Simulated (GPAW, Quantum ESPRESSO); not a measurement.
Consider CdF2 (Fm-3m).

```
Cd F
1.0
     0.00000    2.69400    2.69400
     2.69400    0.00000    2.69400
     2.69400    2.69400    0.00000
Cd F
1 2
Direct
  0.00000 0.00000 0.00000
  0.75000 0.75000 0.75000
  0.25000 0.25000 0.25000
```

Absorber: atom 2, with 4 Cd at 2.33 Å (tetrahedral, site symmetry -43m). Method: Quantum ESPRESSO XSpectra, PBE, full core hole (charged cell), 18-atom cell with 6.6 Å between holes, 4×4×4 k points, dipole transitions, Lorentzian half width 0.3 eV up to 4 eV, rising linearly to 2.5 eV at 25 eV (counted from xe0, 1.4 eV below the zero used here).

Q: Predict the near-edge structure at the F K edge.

Main maxima up to 24 eV above the zero (height): 3.9 eV (1.93), 7.0 eV (1.33), 9.8 eV (1.54) and 18.6 eV (1.26). A K edge sees empty p states on the absorber. The total-energy difference plus the lowest empty eigenvalue puts the zero at 692.18 eV. One term is added: -9.97 eV, since the hole is spin-paired here and a spin-polarised one costs that much less in the free atom (computed apart). The photon energy is then 682.21 eV. The functional and the charged cell's background leave an error of a few eV in such absolute values.

The F K spectrum (energy from the lowest empty level; intensity scaled to a mean of 1 over the first 20 eV; the points at xe0, where the cut of filled states can leave a spike, are interpolated):

```
E (eV)  intensity
  -2.0       0.03
  -1.5       0.03
  -1.0       0.04
  -0.5       0.04
   0.0       0.06
   0.5       0.09
   1.0       0.14
   1.5       0.23
   2.0       0.39
   2.5       0.61
   3.0       1.12
   3.5       1.72
   4.0       1.90
   4.5       1.35
   5.0       0.92
   5.5       0.71
   6.0       0.82
   6.5       1.14
   7.0       1.33
   7.5       1.24
   8.0       1.15
   8.5       1.20
   9.0       1.36
   9.5       1.50
  10.0       1.53
  10.5       1.40
  11.0       1.21
  11.5       1.01
  12.0       0.86
  12.5       0.76
  13.0       0.71
  13.5       0.69
  14.0       0.71
  14.5       0.76
  15.0       0.83
  15.5       0.90
  16.0       0.96
  16.5       1.02
  17.0       1.09
  17.5       1.16
  18.0       1.23
  18.5       1.26
  19.0       1.24
  19.5       1.19
  20.0       1.12
  20.5       1.04
  21.0       0.96
  21.5       0.89
  22.0       0.82
  22.5       0.77
  23.0       0.73
  23.5       0.70
  24.0       0.68
  24.5       0.67
  25.0       0.67
  25.5       0.68
  26.0       0.70
  26.5       0.72
  27.0       0.75
  27.5       0.78
  28.0       0.81
  28.5       0.84
  29.0       0.86
  29.5       0.88
  30.0       0.90
  30.5       0.93
  31.0       0.96
  31.5       1.00
  32.0       1.05
```

Lifetime broadening is put in by hand, and intensities beyond about 20 eV depend on it and on the partial waves; weight that the partial waves miss at high energy is lost. The structure is a published determination, not relaxed.

[Banner, clock and machine lines of the logs are left out without a mark of their own.]

[Logs are printed without paths, hosts, clocks, repeated set-up lines and the standing remarks that a program may print on its own settings, such as how far it seeks lower states.]

[Hosts, paths, dates, database ids (printed as entryN), source tags and the programs' standing remarks are cut or masked in the printed files.]

[Lists of maxima count a maximum above −3 eV only where it reaches 4 % of the highest in the window and stands out from its surroundings by 2 % of it (1.5 % where it reaches 55 %); shoulders and weaker maxima are passed over, and of the rest the first, up to two pre-edge ones and the few strongest are named.]
